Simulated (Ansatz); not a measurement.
# Twisted graphene double bilayer, 38.21° (56 atoms): support functions against a reference, part 2 of 3

Aim: test how closely localised support functions follow the reference on twisted graphene double bilayer, 38.21° (56 atoms), and at what cost.

Ansatz 0.2.0; Kohn-Sham DFT, PBE+D4, PAW (set soft_2), plane waves.

The cell: 56 C. The cell is under 6 Å thick along two periodic directions. Beside vacuum, support functions can miss their usual error bounds without a warning.

So far. Step 3 (Support functions medium): Forces differ from the reference by 0.28 meV/Å r.m.s.; the energy by -3.8 meV/atom. It took 71 s and 14 cycles; the reference's time can't be set against it, since the two runs asked for unlike analyses. Step 4 (Support functions low): Forces differ from the reference by 0.36 meV/Å r.m.s.; the energy by -3.8 meV/atom. It took 65 s and 12 cycles; the reference's time can't be set against it, since the two runs asked for unlike analyses.

## (5) Support functions high

The cell is solved in localised support functions. The level high gives here a grid of 48×48×144 points and a radius of 4.07 Å.

This step: Kohn-Sham DFT, PBE+D4, PAW (set soft_2), localised support functions (high) (Ansatz 0.2.0).

The input, input.yaml:

```yaml
crystal:
  lattice:
    - [6.5085, 0.0, 0.0]
    - [-3.25425, 5.63653, 0.0]
    - [0.0, 0.0, 24.18]
  atoms:
    [... the 56 atom lines of step 2 ...]
kpoints:
  mp_grid: { grid: [3, 3, 1] }
hamiltonian:
  xc: pbe
  dispersion: d4
scf:
  occupations: { method: fermi_dirac, width: 0.025 }
  eigensolver: { kind: { support_functions: { accuracy: high } } }
  mixing: { beta: 0.2 }
  max_iter: 150
output:
  forces: true
  eigenvalues: true
```

Run with:

```bash
$ ansatz run input.yaml --threads 4 --pin off --max-ram 8192MiB --backend cpu --events-out ev --progress --plain --runs-dir out
```

The program printed:

```text
[...]
Crystal: 56 atoms, lattice volume = 887.052 Å³
Basis set: ecut = 420 eV, 17313 PW (Γ), exchange–correlation on 120×120×360 points (8 copies of the dense FFT grid, shifted against one another)
Bands: 135, of which v1, the nominal top of the filled ones, is band 112 counted from 1 (111 counted from 0)
Symmetry: 1 space group operations
k-points: 5 of 9 (time reversal used)
[...]
Eigensolver: Support functions (high, 48×48×144 points, laid for a spacing of at most 0.176269 Å, radius 4.065045 Å, 20 sites without an atom, 1 species' potentials softened for the grid, 1 wholly corrected for its errors in the mean over positions, 1 with the egg-box correction, energy correction by stochastic trace)
[...]
SCF iter   1: F=—  HF=-14073.587157 eV  |F-HF|=—  |Δ(HF+E_count)|=         —  Δρ=8.06e-2  dr2=5.58e1  ethr=1.00e-1
[...]
SCF iter  16: F=—  HF=-14060.731618 eV  |F-HF|=—  |Δ(HF+E_count)|=   6.72e-5  Δρ=7.00e-6  dr2=5.67e-7  ethr=2.49e-10  κ⁻¹=1.5e-5(r=7)
SCF iter  17: F=-14060.731677 eV  HF=-14060.731676 eV  |F-HF|=3.86e-7  |Δ(HF+E_count)|=   5.87e-5  Δρ=3.16e-6  dr2=9.99e-8  ethr=2.49e-10
SCF 1 converged in 17 iterations: F = -14060.732690 eV  dr2 = 9.99e-8
[...]
SCF converged after 17 iterations
[...]
Free energy (F): -14060.732690 eV
[...]
Internal energy: -14060.701906 eV  (E = F + TS)
E sigma→0 (E₀):  -14060.717298 eV
Entropy (-TS):   -0.030784 eV (-0.550 meV/atom)
Fermi energy:    2.005030 eV
[...]
Σ components = -14060.732690   (vs F -14060.732690, Δ=0.00e0)
--- Forces (eV/Å), atoms counted from 1 ---
  atom   1  C     -0.00102448    -0.00063890    -0.01784649
  atom   2  C     -0.00124132    -0.00080848     0.05393906
  atom   3  C      0.00195734    -0.00114497    -0.01719340
  atom   4  C      0.00120201     0.00063453     0.05304576
[...]
atom  56  C     -0.00072408     0.00189156     0.01807371
  max |Σ_I F_I| component: 2.29e-4 eV/Å
--- Band table (eV; the first three rows and the last of 5) ---
[...]
```

Wall time 5.7 min (4 threads of Arm Neoverse V2, shared host); peak memory 5 GiB; 22 min of CPU time.

Keys that differ from the reference: support_functions.accuracy = "high", scf.max_iter = 150 and scf.mixing.beta = 0.2.

Forces differ from the reference by 0.10 meV/Å r.m.s.; the energy by -3.7 meV/atom. It took 5.7 min and 17 cycles; the reference's time can't be set against it, since the two runs asked for unlike analyses.

## (6) Support functions medium, radius 3.29 Å

The radius confines each support function; a larger one gives more freedom and more work per atom.

This step: Kohn-Sham DFT, PBE+D4, PAW (set soft_2), localised support functions (medium) (Ansatz 0.2.0).

input.yaml, the sections that differ from step 5:

```yaml
scf:
  occupations: { method: fermi_dirac, width: 0.025 }
  eigensolver: { kind: { support_functions: { accuracy: medium, radius: 3.29 } } }
  mixing: { beta: 0.2 }
  max_iter: 150
# crystal, kpoints, hamiltonian, output: as in step 5
```

The program printed:

```text
[...]
Crystal: 56 atoms, lattice volume = 887.052 Å³
Basis set: ecut = 420 eV, 17313 PW (Γ), exchange–correlation on 90×90×324 points (8 copies of the dense FFT grid, shifted against one another)
Bands: 135, of which v1, the nominal top of the filled ones, is band 112 counted from 1 (111 counted from 0)
Symmetry: 1 space group operations
k-points: 5 of 9 (time reversal used)
[...]
SCF iter   1: F=—  HF=-14071.132621 eV  |F-HF|=—  |Δ(HF+E_count)|=         —  Δρ=7.95e-2  dr2=5.39e1  ethr=1.00e-1
[...]
SCF iter  13: F=—  HF=-14060.732653 eV  |F-HF|=—  |Δ(HF+E_count)|=   5.03e-4  Δρ=1.47e-5  dr2=2.18e-6  ethr=2.23e-9  κ⁻¹=4.0e-7(r=7)
SCF iter  14: F=-14060.732655 eV  HF=-14060.732653 eV  |F-HF|=1.65e-6  |Δ(HF+E_count)|=   3.93e-8  Δρ=9.89e-6  dr2=9.22e-7  ethr=9.72e-10
SCF 1 converged in 14 iterations: F = -14060.738730 eV  dr2 = 9.22e-7
[...]
SCF converged after 14 iterations
[...]
Free energy (F): -14060.738730 eV
[...]
Internal energy: -14060.707947 eV  (E = F + TS)
E sigma→0 (E₀):  -14060.723339 eV
Entropy (-TS):   -0.030783 eV (-0.550 meV/atom)
Fermi energy:    2.005237 eV
[...]
Σ components = -14060.738730   (vs F -14060.738730, Δ=0.00e0)
--- Forces (eV/Å), atoms counted from 1 ---
  atom   1  C     -0.00107763    -0.00097391    -0.01832773
  atom   2  C     -0.00112123    -0.00036678     0.05412531
  atom   3  C      0.00201183    -0.00135998    -0.01808386
  atom   4  C      0.00134472     0.00079575     0.05308175
[...]
atom  56  C     -0.00111484     0.00159653     0.01844839
  max |Σ_I F_I| component: 4.59e-4 eV/Å
--- Band table (eV; the first three rows and the last of 5) ---
[...]
```

Run time: 70 s. Hardware: 4 threads; peak memory 1.8 GiB.

Keys that differ from the reference: support_functions.accuracy = "medium", support_functions.radius = 3.29, scf.max_iter = 150 and scf.mixing.beta = 0.2.

Forces differ from the reference by 0.31 meV/Å r.m.s.; the energy by -3.8 meV/atom. It took 70 s and 14 cycles; the reference's time can't be set against it, since the two runs asked for unlike analyses.

## (7) Support functions medium, radius 3.57 Å

The radius confines each support function; a larger one gives more freedom and more work per atom.

input.yaml, the sections that differ from step 6:

```yaml
scf:
  occupations: { method: fermi_dirac, width: 0.025 }
  eigensolver: { kind: { support_functions: { accuracy: medium, radius: 3.57 } } }
  mixing: { beta: 0.2 }
  max_iter: 150
# crystal, kpoints, hamiltonian, output: as in step 6
```

The program printed:

```text
[...]
Crystal: 56 atoms, lattice volume = 887.052 Å³
Basis set: ecut = 420 eV, 17313 PW (Γ), exchange–correlation on 90×90×324 points (8 copies of the dense FFT grid, shifted against one another)
Bands: 135, of which v1, the nominal top of the filled ones, is band 112 counted from 1 (111 counted from 0)
Symmetry: 1 space group operations
k-points: 5 of 9 (time reversal used)
[...]
SCF iter   1: F=—  HF=-14072.909016 eV  |F-HF|=—  |Δ(HF+E_count)|=         —  Δρ=8.02e-2  dr2=5.50e1  ethr=1.00e-1
[...]
SCF iter  13: F=—  HF=-14060.735869 eV  |F-HF|=—  |Δ(HF+E_count)|=   2.62e-4  Δρ=1.50e-5  dr2=2.03e-6  ethr=4.98e-9  κ⁻¹=2.7e-7(r=7)
SCF iter  14: F=-14060.735870 eV  HF=-14060.735869 eV  |F-HF|=4.97e-7  |Δ(HF+E_count)|=   5.41e-7  Δρ=9.17e-6  dr2=9.94e-7  ethr=9.08e-10
SCF 1 converged in 14 iterations: F = -14060.738773 eV  dr2 = 9.94e-7
[...]
SCF converged after 14 iterations
[...]
Free energy (F): -14060.738773 eV
[...]
Internal energy: -14060.707990 eV  (E = F + TS)
E sigma→0 (E₀):  -14060.723382 eV
Entropy (-TS):   -0.030783 eV (-0.550 meV/atom)
Fermi energy:    2.005220 eV
[...]
Σ components = -14060.738773   (vs F -14060.738773, Δ=0.00e0)
--- Forces (eV/Å), atoms counted from 1 ---
  atom   1  C     -0.00113019    -0.00099478    -0.01794956
  atom   2  C     -0.00086966    -0.00035108     0.05400576
  atom   3  C      0.00200699    -0.00135819    -0.01742943
  atom   4  C      0.00120921     0.00090225     0.05324922
[...]
atom  56  C     -0.00100184     0.00150232     0.01811104
  max |Σ_I F_I| component: 1.75e-3 eV/Å
--- Band table (eV; the first three rows and the last of 5) ---
[...]
```

Elapsed: 78 s, on 4 threads; peak memory 2 GiB.

Keys that differ from the reference: support_functions.accuracy = "medium", support_functions.radius = 3.57, scf.max_iter = 150 and scf.mixing.beta = 0.2.

Forces differ from the reference by 0.26 meV/Å r.m.s.; the energy by -3.8 meV/atom. It took 78 s and 14 cycles; the reference's time can't be set against it, since the two runs asked for unlike analyses.

## (8) Support functions medium, radius 3.8 Å

The radius confines each support function; a larger one gives more freedom and more work per atom.

input.yaml, the sections that differ from step 7:

```yaml
scf:
  occupations: { method: fermi_dirac, width: 0.025 }
  eigensolver: { kind: { support_functions: { accuracy: medium, radius: 3.8 } } }
  mixing: { beta: 0.2 }
  max_iter: 150
# crystal, kpoints, hamiltonian, output: as in step 7
```

The program printed:

```text
[...]
Crystal: 56 atoms, lattice volume = 887.052 Å³
Basis set: ecut = 420 eV, 17313 PW (Γ), exchange–correlation on 90×90×324 points (8 copies of the dense FFT grid, shifted against one another)
Bands: 135, of which v1, the nominal top of the filled ones, is band 112 counted from 1 (111 counted from 0)
Symmetry: 1 space group operations
k-points: 5 of 9 (time reversal used)
[...]
SCF iter   1: F=—  HF=-14073.459673 eV  |F-HF|=—  |Δ(HF+E_count)|=         —  Δρ=8.05e-2  dr2=5.55e1  ethr=1.00e-1
[...]
SCF iter  13: F=—  HF=-14060.737016 eV  |F-HF|=—  |Δ(HF+E_count)|=   1.66e-4  Δρ=1.36e-5  dr2=1.90e-6  ethr=7.21e-9  κ⁻¹=1.9e-7(r=7)
SCF iter  14: F=-14060.737150 eV  HF=-14060.737149 eV  |F-HF|=7.72e-7  |Δ(HF+E_count)|=   1.33e-4  Δρ=9.92e-6  dr2=1.02e-6  ethr=8.50e-10
SCF 1 converged in 14 iterations: F = -14060.738822 eV  dr2 = 1.02e-6
[...]
SCF converged after 14 iterations
[...]
Free energy (F): -14060.738822 eV
[...]
Internal energy: -14060.708039 eV  (E = F + TS)
E sigma→0 (E₀):  -14060.723431 eV
Entropy (-TS):   -0.030783 eV (-0.550 meV/atom)
Fermi energy:    2.005213 eV
[...]
Σ components = -14060.738822   (vs F -14060.738822, Δ=0.00e0)
--- Forces (eV/Å), atoms counted from 1 ---
  atom   1  C     -0.00110807    -0.00099484    -0.01788940
  atom   2  C     -0.00092191    -0.00038024     0.05414741
  atom   3  C      0.00195112    -0.00148541    -0.01735680
  atom   4  C      0.00112697     0.00095249     0.05329074
[...]
atom  56  C     -0.00098193     0.00159522     0.01809284
  max |Σ_I F_I| component: 7.07e-4 eV/Å
--- Band table (eV; the first three rows and the last of 5) ---
[...]
```

It took 88 s on 4 threads; peak memory 2.2 GiB.

Keys that differ from the reference: support_functions.accuracy = "medium", support_functions.radius = 3.8, scf.max_iter = 150 and scf.mixing.beta = 0.2.

Forces differ from the reference by 0.26 meV/Å r.m.s.; the energy by -3.8 meV/atom. It took 88 s and 14 cycles; the reference's time can't be set against it, since the two runs asked for unlike analyses.

## (9) Support functions medium, radius 4.08 Å

The radius confines each support function; a larger one gives more freedom and more work per atom.

input.yaml, the sections that differ from step 8:

```yaml
scf:
  occupations: { method: fermi_dirac, width: 0.025 }
  eigensolver: { kind: { support_functions: { accuracy: medium, radius: 4.08 } } }
  mixing: { beta: 0.2 }
  max_iter: 150
# crystal, kpoints, hamiltonian, output: as in step 8
```

The program printed:

```text
[...]
Crystal: 56 atoms, lattice volume = 887.052 Å³
Basis set: ecut = 420 eV, 17313 PW (Γ), exchange–correlation on 90×90×324 points (8 copies of the dense FFT grid, shifted against one another)
Bands: 135, of which v1, the nominal top of the filled ones, is band 112 counted from 1 (111 counted from 0)
Symmetry: 1 space group operations
k-points: 5 of 9 (time reversal used)
[...]
SCF iter   1: F=—  HF=-14073.622922 eV  |F-HF|=—  |Δ(HF+E_count)|=         —  Δρ=8.06e-2  dr2=5.58e1  ethr=1.00e-1
[...]
SCF iter  13: F=—  HF=-14060.737603 eV  |F-HF|=—  |Δ(HF+E_count)|=   6.48e-6  Δρ=1.39e-5  dr2=1.91e-6  ethr=2.46e-9  κ⁻¹=2.2e-7(r=7)
SCF iter  14: F=-14060.737604 eV  HF=-14060.737602 eV  |F-HF|=1.88e-6  |Δ(HF+E_count)|=   8.79e-7  Δρ=9.77e-6  dr2=8.07e-7  ethr=8.54e-10
SCF 1 converged in 14 iterations: F = -14060.738811 eV  dr2 = 8.07e-7
[...]
SCF converged after 14 iterations
[...]
Free energy (F): -14060.738811 eV
[...]
Internal energy: -14060.708028 eV  (E = F + TS)
E sigma→0 (E₀):  -14060.723419 eV
Entropy (-TS):   -0.030783 eV (-0.550 meV/atom)
Fermi energy:    2.004941 eV
[...]
Σ components = -14060.738811   (vs F -14060.738811, Δ=0.00e0)
--- Forces (eV/Å), atoms counted from 1 ---
  atom   1  C     -0.00110947    -0.00107171    -0.01799976
  atom   2  C     -0.00089919    -0.00040796     0.05409733
  atom   3  C      0.00192417    -0.00149494    -0.01741990
  atom   4  C      0.00129814     0.00105688     0.05320041
[...]
atom  56  C     -0.00106605     0.00156512     0.01812583
  max |Σ_I F_I| component: 5.58e-4 eV/Å
--- Band table (eV; the first three rows and the last of 5) ---
[...]
```

Elapsed: 96 s, on 4 threads; peak memory 2.4 GiB; 5.9 min of CPU time.

Keys that differ from the reference: support_functions.accuracy = "medium", support_functions.radius = 4.08, scf.max_iter = 150 and scf.mixing.beta = 0.2.

Forces differ from the reference by 0.27 meV/Å r.m.s.; the energy by -3.8 meV/atom. It took 96 s and 14 cycles; the reference's time can't be set against it, since the two runs asked for unlike analyses.

## (10) Support functions medium, radius 4.59 Å

The radius confines each support function; a larger one gives more freedom and more work per atom.

input.yaml, the sections that differ from step 9:

```yaml
scf:
  occupations: { method: fermi_dirac, width: 0.025 }
  eigensolver: { kind: { support_functions: { accuracy: medium, radius: 4.59 } } }
  mixing: { beta: 0.2 }
  max_iter: 150
# crystal, kpoints, hamiltonian, output: as in step 9
```

The program printed:

```text
[...]
Crystal: 56 atoms, lattice volume = 887.052 Å³
Basis set: ecut = 420 eV, 17313 PW (Γ), exchange–correlation on 90×90×324 points (8 copies of the dense FFT grid, shifted against one another)
Bands: 135, of which v1, the nominal top of the filled ones, is band 112 counted from 1 (111 counted from 0)
Symmetry: 1 space group operations
k-points: 5 of 9 (time reversal used)
[...]
SCF iter   1: F=—  HF=-14073.522505 eV  |F-HF|=—  |Δ(HF+E_count)|=         —  Δρ=8.06e-2  dr2=5.59e1  ethr=1.00e-1
[...]
SCF iter  13: F=—  HF=-14060.738296 eV  |F-HF|=—  |Δ(HF+E_count)|=   6.19e-6  Δρ=1.43e-5  dr2=2.14e-6  ethr=2.64e-9  κ⁻¹=1.8e-7(r=7)
SCF iter  14: F=-14060.738297 eV  HF=-14060.738295 eV  |F-HF|=1.86e-6  |Δ(HF+E_count)|=   9.08e-7  Δρ=1.06e-5  dr2=9.52e-7  ethr=9.55e-10
SCF 1 converged in 14 iterations: F = -14060.738813 eV  dr2 = 9.52e-7
[...]
SCF converged after 14 iterations
[...]
Free energy (F): -14060.738813 eV
[...]
Internal energy: -14060.708030 eV  (E = F + TS)
E sigma→0 (E₀):  -14060.723422 eV
Entropy (-TS):   -0.030783 eV (-0.550 meV/atom)
Fermi energy:    2.004831 eV
[...]
Σ components = -14060.738813   (vs F -14060.738813, Δ=0.00e0)
--- Forces (eV/Å), atoms counted from 1 ---
  atom   1  C     -0.00108616    -0.00106806    -0.01795610
  atom   2  C     -0.00096458    -0.00036586     0.05404277
  atom   3  C      0.00189448    -0.00150421    -0.01742047
  atom   4  C      0.00124783     0.00099622     0.05318981
[...]
atom  56  C     -0.00106176     0.00154008     0.01816694
  max |Σ_I F_I| component: 3.07e-4 eV/Å
--- Band table (eV; the first three rows and the last of 5) ---
[...]
```

Elapsed: 2.2 min, on 4 threads; peak memory 2.9 GiB.

Keys that differ from the reference: support_functions.accuracy = "medium", support_functions.radius = 4.59, scf.max_iter = 150 and scf.mixing.beta = 0.2.

Forces differ from the reference by 0.27 meV/Å r.m.s.; the energy by -3.8 meV/atom. It took 2.2 min and 14 cycles; the reference's time can't be set against it, since the two runs asked for unlike analyses.

## (11) Support functions medium, radius 5.09 Å

The radius confines each support function; a larger one gives more freedom and more work per atom.

input.yaml, the sections that differ from step 10:

```yaml
scf:
  occupations: { method: fermi_dirac, width: 0.025 }
  eigensolver: { kind: { support_functions: { accuracy: medium, radius: 5.09 } } }
  mixing: { beta: 0.2 }
  max_iter: 150
# crystal, kpoints, hamiltonian, output: as in step 10
```

The program printed:

```text
[...]
Crystal: 56 atoms, lattice volume = 887.052 Å³
Basis set: ecut = 420 eV, 17313 PW (Γ), exchange–correlation on 90×90×324 points (8 copies of the dense FFT grid, shifted against one another)
Bands: 135, of which v1, the nominal top of the filled ones, is band 112 counted from 1 (111 counted from 0)
Symmetry: 1 space group operations
k-points: 5 of 9 (time reversal used)
[...]
SCF iter   1: F=—  HF=-14073.468366 eV  |F-HF|=—  |Δ(HF+E_count)|=         —  Δρ=8.05e-2  dr2=5.58e1  ethr=1.00e-1
[...]
SCF iter  13: F=—  HF=-14060.738552 eV  |F-HF|=—  |Δ(HF+E_count)|=   6.80e-6  Δρ=1.59e-5  dr2=2.48e-6  ethr=3.00e-9  κ⁻¹=1.8e-7(r=7)
SCF iter  14: F=-14060.738553 eV  HF=-14060.738552 eV  |F-HF|=1.16e-6  |Δ(HF+E_count)|=   4.28e-8  Δρ=1.11e-5  dr2=1.05e-6  ethr=1.11e-9
SCF 1 converged in 14 iterations: F = -14060.738814 eV  dr2 = 1.05e-6
[...]
SCF converged after 14 iterations
[...]
Free energy (F): -14060.738814 eV
[...]
Internal energy: -14060.708030 eV  (E = F + TS)
E sigma→0 (E₀):  -14060.723422 eV
Entropy (-TS):   -0.030783 eV (-0.550 meV/atom)
Fermi energy:    2.004982 eV
[...]
Σ components = -14060.738814   (vs F -14060.738814, Δ=0.00e0)
--- Forces (eV/Å), atoms counted from 1 ---
  atom   1  C     -0.00103226    -0.00104188    -0.01790961
  atom   2  C     -0.00098331    -0.00042082     0.05406876
  atom   3  C      0.00190233    -0.00149239    -0.01743451
  atom   4  C      0.00125404     0.00097743     0.05317682
[...]
atom  56  C     -0.00105387     0.00155457     0.01815410
  max |Σ_I F_I| component: 2.59e-4 eV/Å
--- Band table (eV; the first three rows and the last of 5) ---
[...]
```

Run time: 3.1 min. Hardware: 4 threads; peak memory 3.5 GiB.

Keys that differ from the reference: support_functions.accuracy = "medium", support_functions.radius = 5.09, scf.max_iter = 150 and scf.mixing.beta = 0.2.

Forces differ from the reference by 0.25 meV/Å r.m.s.; the energy by -3.8 meV/atom. It took 3.1 min and 14 cycles; the reference's time can't be set against it, since the two runs asked for unlike analyses.

## (12) Support functions medium, radius 2.89 Å

The radius confines each support function; a larger one gives more freedom and more work per atom.

input.yaml, the sections that differ from step 11:

```yaml
scf:
  occupations: { method: fermi_dirac, width: 0.025 }
  eigensolver: { kind: { support_functions: { accuracy: medium, radius: 2.89 } } }
  mixing: { beta: 0.2 }
  max_iter: 150
# crystal, kpoints, hamiltonian, output: as in step 11
```

The program printed:

```text
Warning: scf.eigensolver.kind.support_functions: disabling space-group detection — the functions' gradient is summed over unrotated k-points, so no spatial operation reduces the k-mesh or symmetrises the density; time reversal is kept, so that k and −k are solved as one point where they differ and the mesh holds both, and exact exchange and, on two spinor components, a DFT+U term hold to it where the run has them: [...]
settings of this run that can trade accuracy for cost: scf.eigensolver.kind.support_functions [...]
Engine: ansatz 0.2.0, aarch64-unknown-linux-gnu
Pseudopotentials: kind: paw
Pseudopotential: C, paw, valence charge 4, recommended cutoff 420 eV (normal), C.paw.azcp
[... 5 lines on functional and potentials left out ...]
Error: SCF: the radius of support functions is under 3.23 Å, the least for these sites at the functions' level (scf.eigensolver.kind.support_functions.accuracy). Use scf.eigensolver.kind: auto, or type scf.eigensolver.kind.support_functions.radius at least as long, [...]
```

Elapsed: 0.96 s, on 4 threads; peak memory 0.18 GiB.

The program refuses radii under 3.23 Å for these atoms at this level.

(Continued in part 3 of 3.)

[Logs are printed without paths, hosts, clocks, repeated set-up lines and the standing remarks that a program may print on its own settings, such as how far it seeks lower states.]

[Hosts, paths, dates, database ids (printed as entryN), source tags and the programs' standing remarks are cut or masked in the printed files.]
